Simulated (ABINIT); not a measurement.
# Tellurium (P3_121, 3 atoms a cell): one start, several treatments of the self-energy, part 2 of 2

How much does the gap of Tellurium (P3_121, 3 atoms a cell) depend on the approximation to the self-energy?

ABINIT 10.8.3; PBE and many-body steps on it, plane waves. Known limits of the many-body steps: not at the basis limit; model gap, bands may invert with spin-orbit coupling; exchange with frozen shells missing; screening runs away on this mesh; no spin-orbit coupling; coarse k mesh.

So far. Step 5 (G0W0, Hybertsen-Louie plasmon pole): Against G0W0 in ABINIT (3×3×2 mesh, 241 bands, screening to 152.4 eV, Godby-Needs plasmon pole), the gap moves by −0.029 eV. Step 6 (G0W0, von der Linden-Horsch plasmon pole): Against G0W0 in ABINIT (3×3×2 mesh, 241 bands, screening to 152.4 eV, Godby-Needs plasmon pole), the gap moves by +0.012 eV.

The database entry behind the starting cell differs from later determinations by our own check (inner coordinate of an old entry), so it need not match the best structure at ambient conditions.

### 7. G0W0, Engel-Farid plasmon pole

Level of this step: G0W0 on PBE, plane waves, norm-conserving pseudopotentials (ABINIT).

Input file run.abi:

```
acell 3*1.0 Angstrom
rprim 
  4.454000000025 -0.000000000006 0.000000000000
  -2.227000000008 3.857277148481 0.000000000000
  0.000000000000 0.000000000000 5.924000000000
ntypat 1
znucl 52
natom 3
typat 1 1 1
xred 
  0.269000000000 0.000000000000 0.333333333333
  0.000000000000 0.269000000000 0.666666666667
  0.731000000000 0.731000000000 -0.000000000000
pp_dirpath "pseudos"
pseudos "Te.upf"
ecut 34
ngkpt 3 3 2
nshiftk 1
shiftk 0 0 0
kptopt 1
chksymbreak 0
istwfk *1
occopt 1
irdwfk 1
optdriver 4
nband 241
gwcalctyp 0
ecutsigx 34
symsigma 1
nkptgw 2
kptgw 
  0.3333333333 0.3333333333 0.5000000000
  0.0000000000 0.0000000000 0.0000000000
bdgw 
  23 27
  22 26
ecuteps 5.6
irdscr 1
ppmodel 4
indata_prefix "in"
outdata_prefix "out"
tmpdata_prefix "tmp"
```

On the command line:

```
$ OMP_NUM_THREADS=1 mpirun -n 4 abinit run.abi > log
```

Numbers of over 12 decimals in the logs are rounded to 6 here.

Log:

```text
.Version 10.8.3 of ABINIT. v10.8.2 released Aug 2026.

 Symmetries : space group P3_1 2 1 (#152); Bravais hP (primitive hexag.)
[... echo of the input left out ...]
== DATASET  1 ==================================================================
-   mpi_nproc: 4, omp_nthreads: 1 (-1 if OMP is not activated)

--- !DatasetInfo
iteration_state: {dtset: 1, }
dimensions: {natom: 3, nkpt: 6, mband: 241, nsppol: 1, nspinor: 1, nspden: 1, mpw: 6557, }
cutoff_energies: {ecut:  34.0, pawecutdg:  -1.0, }
[...]
Band     E0 <VxcDFT>   SigX SigC(E0)      Z dSigC/dE  Sig(E)    E-E0       E
[...]
25   5.696 -12.128  -9.580  -3.354   0.776  -0.289 -12.754  -0.626   5.070
       26   5.696 -12.128  -9.580  -3.354   0.776  -0.289 -12.754  -0.626   5.070

== END DATASET(S) ==============================================================
================================================================================

 -outvars: echo values of variables after computation  --------
           etotal      0.0000000000E+00
            nband         241
             nkpt           6
          spgroup         152
 [... the other variables as echoed above ...]

 Calculation completed.
```

The job ended after 14 s (4 MPI ranks of Arm Neoverse V2, shared host; peak memory 1.4 GiB; 57 s of CPU time).

Numbers from this step:

| Quantity | Value |
| --- | --- |
| G0W0 gap on the points computed | 0.4830 eV |
| starting gap on the mesh | 0.1739 eV |
| k of the valence top | 0.3333, 0.3333, 0.5 |
| k of the conduction bottom | 0.3333, 0.3333, 0.5 |
| least direct G0W0 gap on the computed points | 0.4830 eV |

Against G0W0 in ABINIT (3×3×2 mesh, 241 bands, screening to 152.4 eV, Godby-Needs plasmon pole), the gap moves by −0.014 eV.

### 8. One-shot SEX

This step: one-shot SEX on PBE, plane waves, norm-conserving pseudopotentials.

run.abi: that of step 7 with these lines changed.

```diff
@@ -26,3 +26,3 @@
 nband 241
-gwcalctyp 0
+gwcalctyp 6
 ecutsigx 34
@@ -38,3 +38,2 @@
 irdscr 1
-ppmodel 4
 indata_prefix "in"
```

Log:

```text
.Version 10.8.3 of ABINIT. v10.8.2 released Aug 2026.

 Symmetries : space group P3_1 2 1 (#152); Bravais hP (primitive hexag.)
[... echo of the input left out ...]
== DATASET  1 ==================================================================
-   mpi_nproc: 4, omp_nthreads: 1 (-1 if OMP is not activated)

--- !DatasetInfo
iteration_state: {dtset: 1, }
dimensions: {natom: 3, nkpt: 6, mband: 241, nsppol: 1, nspinor: 1, nspden: 1, mpw: 6557, }
cutoff_energies: {ecut:  34.0, pawecutdg:  -1.0, }
[...]
Band     E0 <VxcDFT>   SigX SigC(E0)      Z dSigC/dE  Sig(E)    E-E0       E
[...]
25   5.696 -12.128  -9.580   5.578   1.000   0.000  -4.003   8.125  13.821
       26   5.696 -12.128  -9.580   5.578   1.000   0.000  -4.003   8.125  13.821

== END DATASET(S) ==============================================================
================================================================================

 -outvars: echo values of variables after computation  --------
           etotal      0.0000000000E+00
            nband         241
             nkpt           6
          spgroup         152
 [... the other variables as echoed above ...]

 Calculation completed.
```

Run time: 2.6 s. Hardware: 4 MPI ranks; peak memory 0.25 GiB.

Numbers from this step:

| Property | Result |
| --- | --- |
| quasiparticle gap on the points computed | 0.3300 eV |
| starting gap on the mesh | 0.1739 eV |
| k of the valence top | 0.3333, 0.3333, 0.5 |
| k of the conduction bottom | 0.3333, 0.3333, 0.5 |
| least direct quasiparticle gap on the computed points | 0.3300 eV |

Against G0W0 in ABINIT (3×3×2 mesh, 241 bands, screening to 152.4 eV, Godby-Needs plasmon pole), the gap moves by −0.167 eV.

### 9. One-shot COHSEX

This step: one-shot COHSEX on PBE, plane waves, norm-conserving pseudopotentials.

run.abi: that of step 8 with these lines changed.

```diff
@@ -26,3 +26,3 @@
 nband 241
-gwcalctyp 6
+gwcalctyp 7
 ecutsigx 34
```

Log:

```text
.Version 10.8.3 of ABINIT. v10.8.2 released Aug 2026.

 Symmetries : space group P3_1 2 1 (#152); Bravais hP (primitive hexag.)
[... echo of the input left out ...]
== DATASET  1 ==================================================================
-   mpi_nproc: 4, omp_nthreads: 1 (-1 if OMP is not activated)

--- !DatasetInfo
iteration_state: {dtset: 1, }
dimensions: {natom: 3, nkpt: 6, mband: 241, nsppol: 1, nspinor: 1, nspden: 1, mpw: 6557, }
cutoff_energies: {ecut:  34.0, pawecutdg:  -1.0, }
[...]
Band     E0 <VxcDFT>   SigX SigC(E0)      Z dSigC/dE  Sig(E)    E-E0       E
[...]
25   5.696 -12.128  -9.580  -4.719   1.000   0.000 -14.300  -2.172   3.524
       26   5.696 -12.128  -9.580  -4.719   1.000   0.000 -14.300  -2.172   3.524

== END DATASET(S) ==============================================================
================================================================================

 -outvars: echo values of variables after computation  --------
           etotal      0.0000000000E+00
            nband         241
             nkpt           6
          spgroup         152
 [... the other variables as echoed above ...]

 Calculation completed.
```

Elapsed: 2.7 s, on 4 MPI ranks; peak memory 0.25 GiB; 10 s of CPU time.

This step gave:

```
quasiparticle gap on the points computed              : 0.5960 eV
starting gap on the mesh                              : 0.1739 eV
k of the valence top                                  : 0.3333, 0.3333, 0.5
k of the conduction bottom                            : 0.3333, 0.3333, 0.5
least direct quasiparticle gap on the computed points : 0.5960 eV
```

Against G0W0 in ABINIT (3×3×2 mesh, 241 bands, screening to 152.4 eV, Godby-Needs plasmon pole), the gap moves by +0.099 eV.

### 10. One-shot Hartree-Fock

This step: one-shot Hartree-Fock on PBE, plane waves, norm-conserving pseudopotentials.

run.abi: that of step 9 with these lines changed.

```diff
@@ -25,4 +25,4 @@
 optdriver 4
-nband 241
-gwcalctyp 7
+nband 28
+gwcalctyp 5
 ecutsigx 34
@@ -36,4 +36,4 @@
   22 26
-ecuteps 5.6
-irdscr 1
+ixc_sigma 40
+fftgw 31
 indata_prefix "in"
```

Log:

```text
.Version 10.8.3 of ABINIT. v10.8.2 released Aug 2026.

 Symmetries : space group P3_1 2 1 (#152); Bravais hP (primitive hexag.)
[... echo of the input left out ...]
== DATASET  1 ==================================================================
-   mpi_nproc: 4, omp_nthreads: 1 (-1 if OMP is not activated)

--- !DatasetInfo
iteration_state: {dtset: 1, }
dimensions: {natom: 3, nkpt: 6, mband: 28, nsppol: 1, nspinor: 1, nspden: 1, mpw: 6557, }
cutoff_energies: {ecut:  34.0, pawecutdg:  -1.0, }
[...]
Band     E0 <VxcDFT>   SigX SigC(E0)      Z dSigC/dE  Sig(E)    E-E0       E
[...]
25   5.696 -12.128  -9.580   0.000   1.000   0.000  -9.580   2.547   8.243
       26   5.696 -12.128  -9.580   0.000   1.000   0.000  -9.580   2.547   8.243

== END DATASET(S) ==============================================================
================================================================================

 -outvars: echo values of variables after computation  --------
           etotal      0.0000000000E+00
            nband          28
             nkpt           6
          spgroup         152
 [... the other variables as echoed above ...]

 Calculation completed.
```

The job ended after 2.2 s (4 MPI ranks; peak memory 0.18 GiB; 8.5 s of CPU time).

This step gave:

* quasiparticle gap on the points computed: 4.810 eV
* starting gap on the mesh: 0.1739 eV
* k of the valence top: 0.3333, 0.3333, 0.5
* k of the conduction bottom: 0.3333, 0.3333, 0.5
* least direct quasiparticle gap on the computed points: 4.810 eV

Against G0W0 in ABINIT (3×3×2 mesh, 241 bands, screening to 152.4 eV, Godby-Needs plasmon pole), the gap moves by +4.313 eV.

### 11. Side by side

Times are wall times on 4 MPI ranks of Arm Neoverse V2, shared host, good to a factor of about two. A run's time includes the screening step that it read.

```
                                     run   mesh  bands  screening cutoff (eV)  DFT gap (eV)  gap on the mesh (eV)  direct (eV)  ε∞ used     time
          G0W0, Godby-Needs plasmon pole  3×3×2    241                  152.4         0.174                 0.497        0.497  1658.51  2.1 min
      G0W0, Hybertsen-Louie plasmon pole  3×3×2    241                  152.4         0.174                 0.468        0.468  1658.51    2 min
G0W0, von der Linden-Horsch plasmon pole  3×3×2    241                  152.4         0.174                 0.509        0.509  1658.51  1.7 min
          G0W0, Engel-Farid plasmon pole  3×3×2    241                  152.4         0.174                 0.483        0.483  1658.51  1.7 min
                            one-shot SEX  3×3×2    241                  152.4         0.174                 0.330        0.330  1658.51     90 s
                         one-shot COHSEX  3×3×2    241                  152.4         0.174                 0.596        0.596  1658.51     90 s
                   one-shot Hartree-Fock  3×3×2      -                      -         0.174                 4.810        4.810        -    2.2 s
```

### 12. Summary of results

```json
{"G0W0, Godby-Needs plasmon pole": "0.497 eV", "G0W0, Hybertsen-Louie plasmon pole": "0.468 eV", "G0W0, von der Linden-Horsch plasmon pole": "0.509 eV", "G0W0, Engel-Farid plasmon pole": "0.483 eV", "one-shot SEX": "0.330 eV", "one-shot COHSEX": "0.596 eV", "one-shot Hartree-Fock": "4.810 eV", "known limits": "not at the basis limit; model gap, bands may invert with spin-orbit coupling; exchange with frozen shells missing; screening runs away on this mesh; no spin-orbit coupling; coarse k mesh"}
```

**Reading.** G0W0, Hybertsen-Louie plasmon pole: −0.029 eV against G0W0, Godby-Needs plasmon pole. G0W0, von der Linden-Horsch plasmon pole: +0.012 eV against G0W0, Godby-Needs plasmon pole. G0W0, Engel-Farid plasmon pole: −0.014 eV against G0W0, Godby-Needs plasmon pole. One-shot SEX: −0.167 eV against G0W0, Godby-Needs plasmon pole. One-shot COHSEX: +0.099 eV against G0W0, Godby-Needs plasmon pole. One-shot Hartree-Fock: +4.313 eV against G0W0, Godby-Needs plasmon pole. Bare exchange alone opens the gap to 4.81 eV; against G0W0, correlation takes back 4.31 eV. Static COHSEX lies above G0W0: it lacks the factor Z and overstates the Coulomb hole of the filled states. Bands and cutoff are finite, so the gap is not at the basis limit. The miss can reach some tenths of an eV and take either sign; the mesh is an error of its own. In the first G0W0 run levels were corrected at 2 k points alone, so a gap called «on the mesh» is the least over those, and an edge elsewhere would be missed. The 3×3×2 mesh is coarse for this cell, which bears on the long-range parts of exchange and screening. With atoms this heavy and so narrow a gap, spin-orbit coupling can invert the bands. These scalar-relativistic gaps are then model values, not to be set against experiment, and a spin-orbit change taken from DFT can't simply be added. The norm-conserving file of at least one element keeps a d shell over frozen s and p shells of the same row. Exchange with those shells is missing from the self-energy, an error of 0.3 to 0.9 eV in cases checked, whose sign depends on which edge lies on those atoms. For the PBE start: On this mesh the RPA ε∞ passes 90, more than nearly any semiconductor shows; a coarse mesh does this where one point with a narrow direct gap carries much weight. The screening is then too strong, and the G0W0 gap should not be taken as the material's.

[Paths, hosts, dates, memory and timing lines, banners, echoed tables and standing remarks are left out of the program output.]

[Logs are printed without paths, hosts, clocks, repeated set-up lines and the standing remarks that a program may print on its own settings, such as how far it seeks lower states.]

[Runs of the session that timed out or met a known fault of the program may be left out.]

[No measured gap is set beside runs whose start may be inverted or whose files or cutoffs have a known fault.]

[Hosts, paths, dates, database ids (printed as entryN), source tags and the programs' standing remarks are cut or masked in the printed files.]

[G0W0 gaps are taken among the corrected bands and points alone; a level outside them can change the order at an edge.]

[Where Ansatz stands beside ABINIT at settings called matched, ABINIT's density can come from a denser mesh and the files from another edition; pairs whose starting gaps differed by over 0.03 eV were left out, so agreement reads better than it is.]
